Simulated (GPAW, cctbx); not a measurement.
## RbAgI2: deformation density and structure factors from DFT

Aim: compute the bonding part of the density of RbAgI2, find which reflections carry it, and see how it biases an ordinary refinement.

The cell comes from substitution in a known structure type and wasn't matched to any measured phase. All numbers below are calculated.

**1. Relax the structure**

The density hangs on the geometry, so cell and atoms are relaxed first, with the symmetry held. The cutoff is set higher than for the density because stress converges slowly with plane waves.

Settings: GPAW 26.7.0, PBE, 570 eV, 4×4×4 k-points, Fermi–Dirac width 0.05 eV, BFGS to 0.03 eV/Å.

```text
cell
1.0
    -2.388000000    4.136137329    0.000000000
    -4.776000000    0.000000000    0.000000000
    -2.388000000    1.378712443    7.956666667
I Ag Rb
2 1 1
Direct
0.743799998 0.743799998 0.768600006
0.256200002 0.256200002 0.231399994
0.000000000 0.000000000 0.000000000
0.500000000 0.500000000 0.500000000
```

```console
$ OMP_NUM_THREADS=1 mpirun -n 4 gpaw python run.py > gpaw.log
```

```text
BFGS:    0       -9.721123        0.787438
BFGS:    1       -9.738529        0.757954
BFGS:    2       -9.903298        0.329845
BFGS:    3       -9.938024        0.042139
BFGS:    4       -9.938554        0.040458
BFGS:    5       -9.938600        0.037498
BFGS:    6       -9.939161        0.024049
cell  4.7601 4.7601 8.3963  73.53 73.53 60.00
volume 155.684 A^3, largest force 0.012 eV/A, largest stress 0.10 GPa
```

After 6 steps the volume has changed by -1.0 % and the energy by -0.218 eV; the largest stress left is 0.10 GPa. It took 2.4 min on 4 cores of Arm Neoverse V1 (shared host), peak memory 1.5 GiB.

Relaxed structure: R-3m (no. 166), a = 4.7601 Å, b = 4.7601 Å, c = 23.8015 Å, α = 90.00°, β = 90.00°, γ = 120.00°.

```csv
atom,mult.,x,y,z
I1,6,0,0,0.2671
Ag1,3,0,0,0
Rb1,3,1/3,2/3,1/6
```

**2. The all-electron density**

X-rays see the whole electron density, so the PAW density is rebuilt with its core regions. Subtracting spherical free atoms from the same code cancels the cores and leaves the deformation density Δρ, the part due to bonding.

Settings: PBE, 450 eV, 5×5×5 k-points, Fermi–Dirac width 0.05 eV; primitive cell of 4 atoms.

```console
$ OMP_NUM_THREADS=1 mpirun -n 4 gpaw python run.py > gpaw.log
```

```text
|iter:   1|       0s |  -10.111795 | -0.80 |       |
|iter:   2|       2s |  -10.066802 | -2.66 | -1.49 |
|iter:   3|       4s |   -9.925567 | -1.77 | -1.52 |
...
|iter:   7|      12s |   -9.931669c| -6.10 | -3.50 |
|iter:   8|      14s |   -9.931673c| -6.87 | -3.97 |
|iter:   9|      16s |   -9.931673c| -7.98c| -4.59c|
```

```text
gpts.py:43: UserWarning: Initial realspace grid (24,24,42) inconsistent with symmetries.
gpts.py:43: UserWarning: Initial realspace grid (24,24,42) inconsistent with symmetries.
gpts.py:43: UserWarning: Initial realspace grid (24,24,42) inconsistent with symmetries.
gpts.py:43: UserWarning: Initial realspace grid (24,24,42) inconsistent with symmetries.
gpts.py:70: UserWarning: Using symmetrized grid: (42,42,42).
gpts.py:70: UserWarning: Using symmetrized grid: (42,42,42).
gpts.py:70: UserWarning: Using symmetrized grid: (42,42,42).
gpts.py:70: UserWarning: Using symmetrized grid: (42,42,42).
grid (84, 84, 84)  electrons 190.000  moved by bonding 0.550 e
deformation density beyond 0.5 A of the nuclei: max 0.070, min -0.046 e/A^3
atom        x       y       z   Voronoi charge  moment
I 1    0.7329  0.7329  0.8013     -0.205       0.00
I 2    0.2671  0.2671  0.1987     -0.205       0.00
Ag3    0.0000  0.0000  0.0000      0.182       0.00
Rb4    0.5000  0.5000  0.5000      0.228       0.00
mean inner potential of superposed free atoms 12.760 V
total magnetic moment 0.000 muB
```

Deformation density in a plane through the shortest contact of the I atom at the origin, in 0.01 e/Å³ (clipped at ±99); x from -1.6 to 4.8 Å, y from 2.4 down to -2.4 Å:

```text
  0  -2  -3   0  -4  -1   0   1   1   0   0   0   1   1   0   0
  0  -1  -1  -1   0   0   0   0   0   1   2   2   2   1   0   0
  0   0   1   2   2   1   0   0   0   1   2   2   1   0   0   0
  0   1   2   3   2   1   0   0   0   0   0   0   0  -1   0   0
  0   1   1   1   1   0   1   1   0  -1  -4  -2  -3  -2   0   1
  1   1   0  -1   .  -1   1   2   0  -3  -1   .   0  -3   0   2
  1   2   0   .   .  -1   2   3   1  -3   7   .   .  -1   0   2
  1   2   1  -1   .  -1   1   2   1  -2   0   .   2  -4  -1   1
  1   2   2   1   0   0   1   1   0  -1  -3  -2  -4  -2  -1   1
  0   1   2   2   2   1   1   0   0  -1  -1   0   0   0   0   0
  0   0   1   1   1   1   0   0   0   0   1   2   2   1   0   0
 -1  -1   0   0   0   0   0   0   0   0   1   2   2   1   1   0
 -1  -1  -1   0   0  -1  -1  -1   0   1   1   1   0   0   0   1
```

Atoms in or within 0.15 Å of the plane: I (0.0, 0.0), Ag (3.2, 0.0) Å. Dots mark points within about 0.45 Å of a nucleus; large values next to them are atomic features.

I gains most (-0.20 e) and Rb loses most (+0.23 e), as electronegativity suggests. Such charges fall far short of formal ones, since overlapping free atoms already put density on their neighbours. Along the shortest contact from the I atom at the map's origin, I–Ag at 3.17 Å, Δρ is +0.02 e/Å³ at the midpoint; the highest value on the line, +0.07, lies at the edge of the range, 0.5 Å from Ag, and is an atomic rather than a bond feature: little piles up between the atoms. Point values carry grid noise of about 0.01 e/Å³. The run needed 9 iterations, 25 s.

**3. From the density to structure factors**

The Fourier components of Δρ, added to those of the free atoms, give the static X-ray structure factors; the Mott–Bethe relation turns them into the Fourier components V of the potential that fast electrons feel.

```text
static structure factors of the conventional cell: F in electrons, V (Mott-Bethe) in volts
   h  k  l      d  |F| table  |F| free   |F| DFT   change   |V| free  |V| DFT  change %
   0  0  3  7.9338   128.119   128.021   128.121    0.100     1.641    1.580     -3.8
   1  0  1  4.0619     1.149     1.285     1.530    0.246     0.453    0.413     -8.8
   0  0  6  3.9669     1.333     1.474     2.438    0.965     0.120    0.029    -76.0
   1  0 -2  3.8953    51.547    51.723    52.547    0.823     1.038    0.915    -11.8
   1  0  4  3.3886   469.542   469.546   469.995    0.449     8.065    8.014     -0.6
   1  0 -5  3.1163   110.028   110.288   110.396    0.108     2.131    2.121     -0.5
   0  0  9  2.6446   185.710   186.082   185.913   -0.169     3.129    3.140      0.4
   1  0  7  2.6231   202.722   202.616   202.114   -0.502     3.007    3.041      1.1
   1  0 -8  2.4125   364.374   364.289   364.040   -0.249     5.450    5.464      0.3
   1  1  0  2.3800   449.561   449.543   449.264   -0.279     6.696    6.712      0.2
   1  1  3  2.2797   103.647   103.463   103.254   -0.210     1.388    1.399      0.8
   1  0 10  2.0612    75.537    75.298    75.575    0.278     1.046    1.034     -1.1
   2  0 -1  2.0535     1.099     1.333     1.434    0.101     0.114    0.110     -3.7
   1  1  6  2.0409     1.507     1.790     1.537   -0.253     0.019    0.029        -
```

The largest X-ray change is +0.96 e on 006, 65.5 % of |F|. For electrons V goes as (Z − F)/g², and among components above 0.1 V the largest relative change is this: |V| of 006 moves by -76.0 % (0.12 to 0.03 V) against +65.5 % in |F|. These compare absolute values; so weak a component may also change sign. The tabulated Hartree–Fock atoms differ from the free DFT atoms by up to 0.37 e, so the choice of reference atom matters too.

**4. The functional ladder**

The same geometry is run with other functionals, to see whether the bonding signal is larger than the spread between approximations. Free atoms are LDA for LDA and PBE otherwise; meta-GGAs and hybrids keep PBE cores. Any other changed setting is in the row's label.

| run | ΔF 006 (e) | ΔF 1 0 -2 (e) | ΔF 107 (e) | q(I) (e) | moved (e) | time |
| --- | --- | --- | --- | --- | --- | --- |
| PBE | +0.965 | +0.823 | -0.502 | -0.205 | 0.550 | 25 s |
| LDA | +0.879 | +0.727 | -0.527 | -0.181 | 0.493 | 23 s |
| r2SCAN | +0.996 | +0.846 | -0.436 | -0.236 | 0.651 | 1.7 min |

At the base's settings ΔF(006) spans +0.879 to +0.996 e, a spread of 12 % of the PBE value; over the three listed reflections the spread is at most 18 %, so sign and size hold across the functionals. Times are from shared hosts.

**5. What a spherical-atom refinement makes of it**

Routine crystallography fits spherical atoms. To see the bias, intensities are simulated from tabulated atoms plus the DFT change ΔF, so that bonding alone can misfit (10142 reflections of the full sphere, merged to the counts below, to 0.4 Å, 1.5 % proportional noise plus counting noise, assumed isotropic U as listed, Δρ smeared by the mean U) and refined with cctbx over different ranges.

```csv
range,data,R1,GooF,U I1 (true 0.0083),U Ag1 (true 0.0087),U Rb1 (true 0.0095),largest shift (Å),"Δρ max, min (e/Å³)"
all data,1015,0.0053,0.93,0.0083,0.0087,0.0095,0.0001,"0.47, -0.47"
"low resolution, d > 0.84",131,0.0034,0.92,0.0082,0.0087,0.0095,0.0001,"0.15, -0.23"
"high order, d < 0.75",836,0.0063,0.92,0.0083,0.0087,0.0095,0.0001,"0.50, -0.36"
"occupancies free, d > 0.7",214,0.0037,0.96,0.0083,0.0088,0.0095,0.0001,"0.20, -0.31"
```

With all data GooF is 0.93, so at this noise the bonding hardly shows; the top residual peak lies 2.60 Å from Rb and 2.76 Å from I. No U is off by more than 3 s.u. at low resolution. With I1 held at 1 and the scale free, the other occupancies refine to Ag1 1.000(0.001) and Rb1 0.999(0.001), within three s.u. of full.

**6. Answer**

Bonding moves 0.55 e in the primitive cell of RbAgI2 and changes the structure factors of the conventional cell in the table above by at most 0.96 e (006, 65.5 %), and among reflections above 2 % of the strongest by up to 1.6 % (1 0 -2). The shortest bond, I–Ag, has Δρ = +0.02 e/Å³ at its midpoint. At the base's settings ΔF(006) spans +0.879 to +0.996 e, a spread of 12 % of the PBE value; over the three listed reflections the spread is at most 18 %, so sign and size hold across the functionals. With all data GooF is 0.93, so at this noise the bonding hardly shows. Limits: static density, frozen cores, no spin–orbit coupling.

[Outputs are excerpts: Python notices, other lines and further rows are left out; steps that failed or that the build refused (PBEsol, TPSS) are not shown.]

[Logs are printed without paths, hosts, clocks, repeated set-up lines and the standing remarks that a program may print on its own settings, such as how far it seeks lower states.]
